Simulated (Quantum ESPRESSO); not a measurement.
## MgO (Periclase): a worked LO-TO splitting

How high does the longitudinal optical mode of MgO (Periclase) lie, given the transverse one, the Born charge and ε∞?

Method: DFT PBE, scalar-relativistic, plane waves, PseudoDojo norm-conserving pseudopotentials, in Quantum ESPRESSO 7.5.

The database entry behind the starting cell differs from later determinations by our own check (about 0.1 % long), so it need not match the best structure at ambient conditions.

**1. The relaxed structure**

Symmetry: Fm-3m, No. 225, cubic system. The conventional cell has a = 4.253 Å, b = 4.253 Å, c = 4.253 Å, α = 90.00°, β = 90.00°, γ = 90.00°. Nearest to Mg lie 6 O at 2.13 Å. O has 6 Mg at 2.13 Å nearest. Farther neighbours and most contacts between anions are not listed.

Structure file:

```xyz
2
Lattice="-2.1265 0.0000 2.1265 0.0000 2.1265 2.1265 -2.1265 2.1265 0.0000" Properties=species:S:1:pos:R:3 pbc="T T T"
Mg    0.0000    0.0000    0.0000
O    -2.1265    2.1265    2.1265
```

This is the cell after its relaxation at this level of theory, not the database cell from which that began.

**2. What the response run gave**

A linear-response run on the relaxed cell, with the response to an electric field; only its zone-centre results are used. Cutoff 92 Ry, k mesh 12×12×12.

What it wrote:

```text
[banners, grids, parts of the stress and lines that vanish by symmetry left out]
Program PHONON v.7.5
     Reading xml data from directory:

[...]
Exchange-correlation= PBE
                           (   1   4   3   4   0   0   0)
[...]
kinetic-energy cut-off    =      92.0000  Ry
     charge density cut-off    =     368.0000  Ry
     convergence threshold     =      1.0E-18
[...]
Exchange-correlation= PBE
                           (   1   4   3   4   0   0   0)
[...]
q = (   0.0000000   0.0000000   0.0000000 )
     49 Sym.Ops. (with q -> -q+G )
     G cutoff =  602.1085  (  15473 G-vectors)     FFT grid: ( 36, 36, 36)
     number of k points=    72
[...]
Mode symmetry, O_h (m-3m)  point group:
[...]
Dielectric constant
[...]
End of electric fields calculation
          Dielectric constant in cartesian axis
          (       3.228518132      -0.000000000      -0.000000000 )
          (      -0.000000000       3.228518132       0.000000000 )
          (      -0.000000000       0.000000000       3.228518132 )
          Effective charges (d Force / dE) in cartesian axis without acoustic sum rule applied (asr)
           atom    1  Mg    Mean Z*:        2.00134
      Ex  (        2.00134       -0.00000        0.00000 )
      Ey  (       -0.00000        2.00134       -0.00000 )
      Ez  (        0.00000       -0.00000        2.00134 )
           atom    2  O     Mean Z*:       -2.00075
      Ex  (       -2.00075       -0.00000       -0.00000 )
      Ey  (       -0.00000       -2.00075        0.00000 )
      Ez  (       -0.00000        0.00000       -2.00075 )
          Effective charges Sum: Mean:        0.00059
[...]
Effective charges (d Force / dE) in cartesian axis with asr applied:
           atom    1  Mg    Mean Z*:        2.00105
[...]
atom    2  O     Mean Z*:       -2.00105
[...]
Representation #   1 modes #   1   2   3
[...]
End of self-consistent calculation
     Convergence has been achieved
     Representation #   2 modes #   4   5   6
[...]
End of self-consistent calculation
     Convergence has been achieved
[...]
Dielectric constant in cartesian axis
          (       3.228518132      -0.000000000      -0.000000000 )
          (      -0.000000000       3.228518132       0.000000000 )
          (      -0.000000000       0.000000000       3.228518132 )
          Effective charges (d Force / dE) in cartesian axis without acoustic sum rule applied (asr)
           atom    1  Mg    Mean Z*:        2.00134
      Ex  (        2.00134       -0.00000        0.00000 )
      Ey  (       -0.00000        2.00134       -0.00000 )
      Ez  (        0.00000       -0.00000        2.00134 )
           atom    2  O     Mean Z*:       -2.00075
      Ex  (       -2.00075       -0.00000       -0.00000 )
      Ey  (       -0.00000       -2.00075        0.00000 )
      Ez  (       -0.00000        0.00000       -2.00075 )
          Effective charges Sum: Mean:        0.00059
[...]
Effective charges (d Force / dE) in cartesian axis with asr applied:
           atom    1  Mg    Mean Z*:        2.00105
[...]
atom    2  O     Mean Z*:       -2.00105
[...]
q = (    0.000000000   0.000000000   0.000000000 )
[...]
freq (    1) =       1.759194 [THz] =      58.680409 [cm-1]
     freq (    2) =       1.759194 [THz] =      58.680409 [cm-1]
     freq (    3) =       1.759194 [THz] =      58.680409 [cm-1]
     freq (    4) =      11.080454 [THz] =     369.604174 [cm-1]
     freq (    5) =      11.080454 [THz] =     369.604174 [cm-1]
     freq (    6) =      11.080454 [THz] =     369.604174 [cm-1]
[...]
Mode symmetry, O_h (m-3m)  point group:
     freq (   1-   3) =         58.7  [cm-1]   --> T_1u G_15  G_4- I
     freq (   4-   6) =        369.6  [cm-1]   --> T_1u G_15  G_4- I

   JOB DONE.
```

```tsv
quantity	value
cell volume Ω (Å³)	19.232
mass of Mg (u)	24.305
mass of O (u)	15.999
Born charge of Mg, raw (e)	2.001
Born charge of O, raw (e)	-2.001
ε∞	3.228
ω(TO) after the sum rule (cm⁻¹)	366.3
```

**3. The calculation**

The charges must sum to zero over the cell; taking off their mean, 0.000 e, leaves Z* = 2.001 e on Mg. In the polar mode Mg moves against O, so the reduced mass is μ = 24.30 × 16.00 / 40.30 = 9.648 u.

A longitudinal wave builds up a field that adds to the restoring force: ω(LO)² = ω(TO)² + 4π Z*² / (μ Ω ε∞), in Hartree atomic units. With μ = 17587 electron masses and Ω = 129.78 bohr³ the second term is 6.8282e-06 Ha², or 328907 cm⁻² (1 Ha = 219474.6 cm⁻¹).

So ω(LO) = √(134168 + 328907) = 680.5 cm⁻¹, and by the Lyddane-Sachs-Teller relation ε₀ = ε∞ (ω(LO)/ω(TO))² = 11.14.

**4. Check against the program**

The analysis program adds the same non-analytic term to the full matrix, here for q along (1 0 0).

What it wrote:

```text
[banner, memory and clock lines left out]
Program DYNMAT v.7.5

     Reading Dynamical Matrix from file g.dyn
     ...Force constants read
     ...epsilon and Z* read

     Polarizability (A^3 units)
     multiply by 0.573776 for Clausius-Mossotti correction
         3.410592   -0.000000   -0.000000
        -0.000000    3.410592    0.000000
        -0.000000    0.000000    3.410592

     IR activities are in (D/A)^2/amu units

# mode   [cm-1]    [THz]      IR
    1     -0.00   -0.0000    0.0000
    2     -0.00   -0.0000    0.0000
    3     -0.00   -0.0000    0.0000
    4    366.29   10.9811    9.5751
    5    366.29   10.9811    9.5751
    6    680.49   20.4007    9.5751
```

ε₀ comes from the program's run without a direction of q.

```tsv
quantity	by hand	program
ω(LO) (cm⁻¹)	680.5	680.5
ε₀	11.14	11.14
```

**5. Results**

```yaml
to_mode: 366.3 cm⁻¹
lo_mode: 680.5 cm⁻¹
static_dielectric_constant: 11.14
```

**Reading.** The LO mode of MgO (Periclase) lies at 680 cm⁻¹, 314 cm⁻¹ above the TO mode; the formula meets the program within 0.1 cm⁻¹, as it must for a cubic crystal with one polar mode. ω(LO)² − ω(TO)² goes with Z*²/ε∞: an error of 5 % in ε∞ would move the LO mode by 11.6 cm⁻¹, and semilocal functionals tend to overestimate ε∞. The acoustic modes of the response miss zero by 59 cm⁻¹, a numerical error that can touch the optical modes as well. These are harmonic values at zero temperature, at the volume of this functional, for the structure held cubic; stability elsewhere in the zone is no part of this calculation.

[Host names and launcher messages were left out of these logs when they were recorded.]

[Logs are printed without paths, hosts, clocks, repeated set-up lines and the standing remarks that a program may print on its own settings, such as how far it seeks lower states.]

[Hosts, paths, dates, database ids (printed as entryN), source tags and the programs' standing remarks are cut or masked in the printed files.]
